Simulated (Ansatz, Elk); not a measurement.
# How far do independent atoms describe SrHf3?, part 2 of 2

The structure of SrHf3 used here is made up (a known structure type with other elements) and was relaxed beforehand with PBE. The aim is the Fourier transform of its all-electron density, F(hkl), set beside the sum over free spherical atoms that refinements use.

Elk 11.2.3 (patched build); all-electron DFT.

So far: Set-up; Ground state and structure factors; The highest occupied states alone.

The structure was built from a prototype and need not be the compound's stable phase.

### Step 4. Another functional

Level of this step: DFT, LDA (Perdew-Wang), all-electron APW+lo, Dirac cores, scalar-relativistic bands, static density, no spin (Elk).

The difference from free atoms is small, so it is set against the change that LDA (Perdew-Wang) makes.

elk.in reads:

```
tasks
  0
  195

xctype
  3

spinpol
  .false.

rgkmax
  7.0

gmaxvr
  14.0

lmaxo
  7

lmaxapw
  8

swidth
  0.002

tshift
  .false.

ramdisk
  .false.

hmaxvr
  5.5

maxscl
  120

epspot
  1e-06

sppath
  './'

avec
  8.85442314486 0.00000000000 0.00000000000
  0.00000000000 8.85442314486 0.00000000000
  0.00000000000 0.00000000000 8.85442314486

atoms
  2
  'Hf.in'
  3
  0.5000000000 0.5000000000 -0.0000000000   0.000000 0.000000 0.000000
  0.5000000000 0.0000000000 0.5000000000   0.000000 0.000000 0.000000
  -0.0000000000 0.5000000000 0.5000000000   0.000000 0.000000 0.000000
  'Sr.in'
  1
  0.0000000000 -0.0000000000 0.0000000000   0.000000 0.000000 0.000000

ngridk
  5 5 5
```

On the command line:

```console
OMP_NUM_THREADS=4 elk
```

Numbers of over 12 decimals in the logs are rounded to 6 here.

The log of the run:

```text
┌─────────────────────────┐
│ Elk code version 11.2.3 │
└─────────────────────────┘

All units are atomic (Hartree, Bohr, etc.)

┌─────────────────────────────────────────────────┐
│ Ground-state run starting from atomic densities │
└─────────────────────────────────────────────────┘

Lattice vectors :
   8.854423145       0.000000000       0.000000000
   0.000000000       8.854423145       0.000000000
   0.000000000       0.000000000       8.854423145

Reciprocal lattice vectors :
  0.7096097853       0.000000000       0.000000000
[...]
valence                     :    88.00000000
 interstitial                :    7.004540535
 muffin-tins (core leakage)
  species : 1 (Hf)
[...]
atom 3                    :    70.27008535     ( -0.4727271410E-05)
  species : 2 (Sr)
   atom 1                    :    36.18520343     (  0.2434841582E-04)
 total in muffin-tins        :    246.9954595
 total calculated charge     :    253.9996891
 total charge                :    254.0000000
 error                       :   0.3108966382E-03

┌──────────────────────────────┐
│ Self-consistent loop stopped │
└──────────────────────────────┘

Wrote STATE.OUT
[key lines of the parts left out:]
total energy                :     -48442.523611516
```

Run time: 16 s. Hardware: 4 threads of Arm Neoverse V1, shared host; peak memory 0.17 GiB.

Against the first run R = 0.02 %; the largest change is -0.058 at 220.

### Step 5. Basis size

The basis and the expansions that go with it are enlarged, to see whether the differences are converged.

Edit elk.in of step 4 so:

```diff
@@ -5,3 +5,3 @@
 xctype
-  3
+  20
 
@@ -11,12 +11,12 @@
 rgkmax
-  7.0
+  8.5
 
 gmaxvr
-  14.0
+  18.0
 
 lmaxo
-  7
+  9
 
 lmaxapw
-  8
+  10
```

On the command line:

```console
OMP_NUM_THREADS=4 elk
```

The log of the run:

```text
┌─────────────────────────┐
│ Elk code version 11.2.3 │
└─────────────────────────┘

All units are atomic (Hartree, Bohr, etc.)

┌─────────────────────────────────────────────────┐
│ Ground-state run starting from atomic densities │
└─────────────────────────────────────────────────┘

Lattice vectors :
   8.854423145       0.000000000       0.000000000
   0.000000000       8.854423145       0.000000000
   0.000000000       0.000000000       8.854423145

Reciprocal lattice vectors :
  0.7096097853       0.000000000       0.000000000
[...]
valence                     :    88.00000000
 interstitial                :    7.079227040
 muffin-tins (core leakage)
  species : 1 (Hf)
[...]
atom 3                    :    70.24662461     (  0.1041300379E-07)
  species : 2 (Sr)
   atom 1                    :    36.18089912     (  0.2888891393E-04)
 total in muffin-tins        :    246.9207730
 total calculated charge     :    253.9999784
 total charge                :    254.0000000
 error                       :   0.2158895109E-04

┌──────────────────────────────┐
│ Self-consistent loop stopped │
└──────────────────────────────┘

Wrote STATE.OUT
[key lines of the parts left out:]
total energy                :     -48473.267442664
```

The job ended after 62 s (4 threads; peak memory 0.41 GiB).

Against the first run R = 0.00 %; the largest change is -0.020 at 222.

### Step 6. Basis size

A smaller basis shows how fast F responds to it; the change is likely larger than the basis error of the first run, but doesn't show convergence.

Edit elk.in of step 5 so:

```diff
@@ -11,12 +11,12 @@
 rgkmax
-  8.5
+  5.5
 
 gmaxvr
-  18.0
+  14.0
 
 lmaxo
-  9
+  7
 
 lmaxapw
-  10
+  8
```

On the command line:

```console
OMP_NUM_THREADS=4 elk
```

The log of the run:

```text
┌─────────────────────────┐
│ Elk code version 11.2.3 │
└─────────────────────────┘

All units are atomic (Hartree, Bohr, etc.)

┌─────────────────────────────────────────────────┐
│ Ground-state run starting from atomic densities │
└─────────────────────────────────────────────────┘

Lattice vectors :
   8.854423145       0.000000000       0.000000000
   0.000000000       8.854423145       0.000000000
   0.000000000       0.000000000       8.854423145

Reciprocal lattice vectors :
  0.7096097853       0.000000000       0.000000000
[...]
valence                     :    88.00000000
 interstitial                :    7.357894175
 muffin-tins (core leakage)
  species : 1 (Hf)
[...]
atom 3                    :    70.16786932     (  0.1293928875E-07)
  species : 2 (Sr)
   atom 1                    :    36.13849787     (  0.2884749569E-04)
 total in muffin-tins        :    246.6421058
 total calculated charge     :    254.0011816
 total charge                :    254.0000000
 error                       :   0.1181640549E-02

┌──────────────────────────────┐
│ Self-consistent loop stopped │
└──────────────────────────────┘

Wrote STATE.OUT
[key lines of the parts left out:]
total energy                :     -48473.109967607
```

Wall time 26 s (4 threads); peak memory 0.22 GiB; 55 s of CPU time.

Against the first run R = 0.01 %; the largest change is +0.132 at 220.

### Step 7. Settings against the effect

```
                              run  R against the first run (%)  R against neutral atoms, low angle (%)  wall time
                    PBE, rgkmax 7                         0.00                                    0.41       28 s
                LDA (Perdew-Wang)                         0.02                                    0.39       16 s
rgkmax 8.5 with larger expansions                         0.00                                    0.41       62 s
                       rgkmax 5.5                         0.01                                    0.41       26 s
```

### Step 8. What came out

```
R against neutral atoms, sin θ/λ < 0.3 Å⁻¹ : 0.41 %
R against neutral atoms, 0.3 to 0.82 Å⁻¹   : 0.19 %
```

What this shows: Independent neutral atoms miss the calculated amplitudes by R = 0.41 % below 0.3 Å⁻¹ and 0.19 % from there to 0.82 Å⁻¹; by shells, 0.42 % below 0.15 Å⁻¹ (1 form), 0.41 % 0.15 to 0.3 (5 forms), 0.16 % 0.3 to 0.45 (11 forms), 0.19 % above 0.45 (57 forms). Bonding, aspherical density and the tables' own atoms all enter these figures, and the runs don't part them. The largest change of an amplitude is -0.65 electrons, at 111. The window's part falls from 56.0 electrons at the origin to at most 19.21 between 0.45 and 0.82 Å⁻¹, where compact states inside the window still scatter. The window holds more than the 14 outer electrons of the free atoms, so shallow core shells lie inside it. Below 0.3 Å⁻¹ the changes that finished (LDA (Perdew-Wang), rgkmax 8.5 with larger expansions and rgkmax 5.5) move F by R = 0.03 % at most, against the 0.41 % that separates it from free atoms. The k-mesh has no finished test. Spin-orbit coupling is left out, which can matter for elements this heavy. Part of the difference isn't bonding: the tables are fits to free atoms and ions calculated by other methods than this functional. Thermal motion, anomalous dispersion and extinction are left out.

[Logs are printed without paths, hosts, clocks, repeated set-up lines and the standing remarks that a program may print on its own settings, such as how far it seeks lower states.]

[Hosts, paths, dates, database ids (printed as entryN), source tags and the programs' standing remarks are cut or masked in the printed files.]
